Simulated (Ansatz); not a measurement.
# Antimonene bilayer (AA) in a perpendicular field, part 4 of 4

Wanted: the out-of-plane response of the antimonene bilayer (AA). A positive field points along +c.

Ansatz 0.2.0; plane-wave DFT, PBE-D3(BJ), Ansatz PAW (the session's first sound run).

So far. Step 10 (With spin-orbit coupling): The gap is 0.15 eV, with the valence edge 4.26 eV and the conduction edge 4.10 eV under the upper vacuum level. Step 11 (With spin-orbit coupling, field 0.2 V/Å): The dipole is 0.142 e·Å, and the gap 0.146 eV.

### 13. The same run with other settings: magnetization = {"spin_polarized": true}

This step: plane-wave DFT, PBE-D3(BJ), Ansatz PAW, but for the change named below (Ansatz 0.2.0).

Another changed input: it repeats the earlier run at 0.03 V/Å with magnetization to spin_polarized: true; its output block differs too.

Input file input.yaml:

```yaml
crystal:
  lattice:
    - [4.0802565596, 0.0, 0.0]
    - [-2.0401282798, 3.5336058346, 0.0]
    - [0.0, 0.0, 24.2726679763]
  atoms:
    - { symbol: Sb, position: [0.6666666667, 0.3333333333, 0.3707874227], spin: 1.0 }
    - { symbol: Sb, position: [0.3333333333, 0.6666666667, 0.4388058552], spin: 3.0 }
    - { symbol: Sb, position: [0.6666666667, 0.3333333333, 0.5611941448], spin: 3.0 }
    - { symbol: Sb, position: [0.3333333333, 0.6666666667, 0.6292125773], spin: 1.0 }
kpoints:
  mp_grid: { grid: [12, 12, 1] }
  band_path:
    path: [[0, 0, 0], [0.5, 0, 0], [0.33333333, 0.33333333, 0], [0, 0, 0]]
    npoints: 16
hamiltonian:
  xc: pbe
  dispersion: d3bj
scf:
  occupations: { method: fermi_dirac, width: 0.05 }
  convergence: { dr2_threshold: 1.0e-10 }
efield:
  axis: 3
  dipole_correction: true
  ramp_position: 0.97
  ramp_width: 0.06
  amplitude: 0.03
output:
  write_potential: true
  write_density: true
  volumetric_format: npy
magnetization:
  spin_polarized: true
```

The run is started by

```sh
$ ansatz run input.yaml --threads 4 --pin off --max-ram 6144MiB --backend cpu --events-out ev --progress --plain --runs-dir out
```

Standard output:

```text
[...]
Crystal: 4 atoms, lattice volume = 349.964 Å³
Basis set: ecut = 420 eV, 6801 PW (Γ)
Bands: 41, of which v1, the nominal top of the filled ones, is band 30 counted from 1 (29 counted from 0)
Symmetry: 6 space group operations
k-points: 19 of 144 (time reversal used)
[...]
Starting moments: Σ|m| = 8 μB on 4 of 4 sites
[...]
SCF iter   1: F=—  HF=-25936.486869 eV  |F-HF|=—  |Δ(HF+E_count)|=         —  Δρ=6.97e-2 (↑6.97e-2 ↓6.96e-2)  dr2=4.15e-1  dr2_m=1.55e1  M=0.159 μB ∫|m|=0.487 μB  β_m=0.30  ethr=6.74e-4  p=0.021 e·Å  D=1.10e-2 V/Å  ΔV_dip=-0.27 eV  dr2_dipole=4.09e-8  V_vac-E_F(+/−)=4.89/4.49 eV  ⟨swp⟩=1.7  Hψ=10501  notcnv=0
[...]
spin=Collinear: Resta preconditioning applied to the charge; magnetization (m = ρ↑ − ρ↓) channel mixes plain (no charge-response kernel on spin).
SCF iter   2: F=—  HF=-25937.701982 eV  |F-HF|=—  |Δ(HF+E_count)|=    1.22e0  Δρ=4.91e-2 (↑4.90e-2 ↓4.91e-2)  dr2=2.21e-1  dr2_m=7.68e0  M=0.081 μB ∫|m|=0.394 μB  β_m=0.30  ethr=6.74e-4  p=0.021 e·Å  D=1.09e-2 V/Å  ΔV_dip=-0.27 eV  dr2_dipole=7.68e-9  V_vac-E_F(+/−)=4.70/4.30 eV  ⟨swp⟩=2.6  Hψ=1967  notcnv=0  defer=1  κ⁻¹=1.0e0(r=1)
[...]
spin=Collinear: LDOS preconditioning applied to the charge; magnetization (m = ρ↑ − ρ↓) channel mixes plain (no charge-response kernel on spin).
SCF iter   3: F=—  HF=-25938.302105 eV  |F-HF|=—  |Δ(HF+E_count)|=   6.00e-1  Δρ=3.46e-2 (↑3.43e-2 ↓3.46e-2)  dr2=1.16e-2  dr2_m=3.81e0  M=0.043 μB ∫|m|=0.316 μB  β_m=0.30  ethr=3.68e-4  p=0.021 e·Å  D=1.09e-2 V/Å  ΔV_dip=-0.26 eV  dr2_dipole=1.26e-6  V_vac-E_F(+/−)=4.34/3.94 eV  ⟨swp⟩=4.3  Hψ=2759  notcnv=0  defer=19  κ⁻¹=1.8e-2(r=2)
[...]
SCF iter   7: F=—  HF=-25938.886704 eV  |F-HF|=—  |Δ(HF+E_count)|=   3.93e-2  Δρ=8.50e-3 (↑8.49e-3 ↓8.50e-3)  dr2=7.95e-6  dr2_m=2.32e-1  M=0.007 μB ∫|m|=0.133 μB  β_m=0.30  ethr=5.81e-8  p=0.021 e·Å  D=1.10e-2 V/Å  ΔV_dip=-0.27 eV  dr2_dipole=1.67e-9  V_vac-E_F(+/−)=4.38/3.98 eV  ⟨swp⟩=3.0  Hψ=3009  notcnv=0  defer=28
[...]
spin-set hold released at iteration 7 (site moments contracting): the magnetisation degrees of freedom join the quasi-Newton model from the next iteration; the mixer history was flushed
SCF iter   8: F=—  HF=-25938.906599 eV  |F-HF|=—  |Δ(HF+E_count)|=   1.99e-2  Δρ=5.97e-3 (↑5.97e-3 ↓5.97e-3)  dr2=2.49e-6  dr2_m=1.14e-1  M=0.005 μB ∫|m|=0.108 μB  β_m=0.65  ethr=1.33e-8  p=0.021 e·Å  D=1.10e-2 V/Å  ΔV_dip=-0.27 eV  dr2_dipole=3.65e-12  V_vac-E_F(+/−)=4.38/3.98 eV  ⟨swp⟩=3.0  Hψ=2983  notcnv=0  defer=28
density mixer auto → msr1: a metal under ldos (density of states about μ 0.31 of a free-electron gas's, 56 screened modes)
SCF iter   9: F=—  HF=-25938.927358 eV  |F-HF|=—  |Δ(HF+E_count)|=   2.08e-2  Δρ=1.50e-4 (↑1.18e-4 ↓1.50e-4)  dr2=6.60e-5  dr2_m=5.74e-5  M=-0.000 μB ∫|m|=0.028 μB  β_m=0.82  ethr=4.16e-9  p=0.021 e·Å  D=1.11e-2 V/Å  ΔV_dip=-0.27 eV  dr2_dipole=2.17e-8  V_vac-E_F(+/−)=4.38/3.99 eV  ⟨swp⟩=4.2  Hψ=4177  notcnv=0  defer=41
[...]
SCF iter  17: F=-25938.927570 eV  HF=-25938.927570 eV  |F-HF|=1.46e-11  |Δ(HF+E_count)|=  8.00e-11  Δρ=3.77e-8 (↑3.77e-8 ↓2.87e-8)  dr2=2.28e-11  dr2_m=1.15e-12  M=-0.000 μB ∫|m|=0.000 μB  ethr=1.00e-12  p=0.021 e·Å  D=1.10e-2 V/Å  ΔV_dip=-0.27 eV  dr2_dipole=2.41e-12  V_vac-E_F(+/−)=4.38/3.98 eV  ⟨swp⟩=9.4  Hψ=5541  notcnv=0
SCF 1 converged in 17 iterations: F = -25938.927570 eV  dr2 = 2.28e-11
[...]
WARN: the starting moments were not kept: the SCF closed with an absolute magnetisation of 2.2e-6 μB, where they sum to 8 μB in size (4 sites). That is at most 0.1 of that sum. Measured as dr2_m measures the in/out step, that magnetisation stands 1.5e-13 eV from none, at or under the dr2_threshold of 1.0e-10 eV: it is no larger than a step whose dr2_m would equal this threshold. The system may hold no moment; this SC [...]
[...]
SCF converged after 17 iterations
Magnetization: -0.0000 μB (30.0000 up, 30.0000 down)
Absolute magnetization: 0.0000 μB (∫|ρ↑−ρ↓|, with the PAW one-centre terms)
[...]
Per-site moments (μB) at R_I (Å): [(-2.575314e-7, 1.186629), (2.522309e-8, 1.186629), (3.946110e-8, 1.186629), (-2.749965e-7, 1.186629)]
Free energy (F): -25938.927570 eV
[...]
Internal energy: -25938.925346 eV  (E = F + TS)
E sigma→0 (E₀):  -25938.926458 eV
Entropy (-TS):   -0.002224 eV (-0.556 meV/atom)
Fermi energy:    0.714399 eV
Dipole field:    D = 0.011040 V/Å  (p = 0.021351 e·Å, saw-weighted, corrected)
Work function:   not extracted (applied field tilts the vacuum); planar V_es + V_field profile in the machine report
[...]
--- Band table (eV; the first three rows and the last of 38) ---
  k-point 0 ↑: bands = [... 26 lower, -0.0067, 0.2310, 0.2310, 0.3222, 1.6701, 2.7011, 2.8265, 2.8265, ... 7 higher]
  k-point 1 ↑: bands = [... 26 lower, -0.4990, -0.1896, 0.0609, 0.5608, 2.1797, 2.5371, 2.7520, 2.9418, ... 7 higher]
  k-point 2 ↑: bands = [... 26 lower, -0.9107, -0.5907, -0.3183, 0.3875, 1.7190, 2.2855, 3.1289, 3.2370, ... 7 higher]
  k-point 18 ↓: bands = [... 26 lower, -2.4625, -2.4622, -1.2724, -1.2691, 0.7900, 2.1333, 3.0237, 3.0261, ... 7 higher]
```

Elapsed: 37 s, on 4 threads of Arm Neoverse V2, shared host; peak memory 1 GiB; 2.4 min of CPU time.

Numbers from this step:

* energy at zero smearing: -25938.9265 eV
* dipole along the normal: 0.02135 e·Å
* gap along the path: 0.2108 eV
* gap, the smaller of path and mesh: 0.2108 eV

Deep bands are left out, so band numbers here count from the lowest band kept and differ from the log's. The electronic bands at the labelled points (eV, zero at the Fermi level of the run, which the smearing sets inside the gap; # counts the bands kept):

```
  point  up #6  up #7  up #8  up #9  down #6  down #7  down #8  down #9
      Γ  -0.48  -0.48  -0.39   0.96    -0.48    -0.48    -0.39     0.96
halfway  -1.51  -1.44  -0.93   0.50    -1.51    -1.44    -0.93     0.50
      M  -2.36  -2.05  -1.74   0.74    -2.36    -2.05    -1.74     0.74
halfway  -2.82  -2.39  -1.72   0.83    -2.82    -2.39    -1.72     0.83
      K  -3.18  -1.99  -1.98   0.08    -3.18    -1.99    -1.98     0.08
halfway  -2.38  -1.39  -0.99   1.48    -2.38    -1.39    -0.99     1.48
      Γ  -0.48  -0.48  -0.39   0.96    -0.48    -0.48    -0.39     0.96
```

```
                     quantity  this run  earlier run  difference
dipole along the normal (e·Å)   0.02135      0.02135     -1.9e-6
      gap along the path (eV)    0.2108       0.2108     -3.5e-5
```

Nothing in the table moves by 0.01 in its unit (for the dipole 0.5 % and 5e-5 e·Å). The run took 17 SCF cycles against 11.

No band crosses the Fermi level on this path.

### 14. Results

| Item | Value |
| --- | --- |
| gap without field | 0.211 eV |
| ionisation energy, upper face | 4.33 eV |
| electron affinity, upper face | 4.12 eV |
| equivalent conductor thickness, atoms held | 8.93 Å |

What this shows: The induced dipole equals that of a perfect conductor 8.93 Å thick, while the outer atoms lie 6.27 Å apart; an out-of-plane ε follows only once a thickness t is chosen, by 1 − 1/ε = 8.93 Å / t. The gap stays within 0.01 eV of 0.21 eV over the fields run, up to 0.25 V/Å in size. Semilocal functionals give gaps that are too small, and excitons are not included. The field series itself is without spin-orbit coupling.

[Long decimals in the printed logs are rounded to 6 places.]

[Logs are printed without paths, hosts, clocks, repeated set-up lines and the standing remarks that a program may print on its own settings, such as how far it seeks lower states.]

[Hosts, paths, dates, database ids (printed as entryN), source tags and the programs' standing remarks are cut or masked in the printed files.]

[Maps of the electrostatic potential energy from Ansatz leave out the sawtooth potential of an applied field or a dipole correction, so their vacuum need not be flat; planar profiles and work functions include it.]
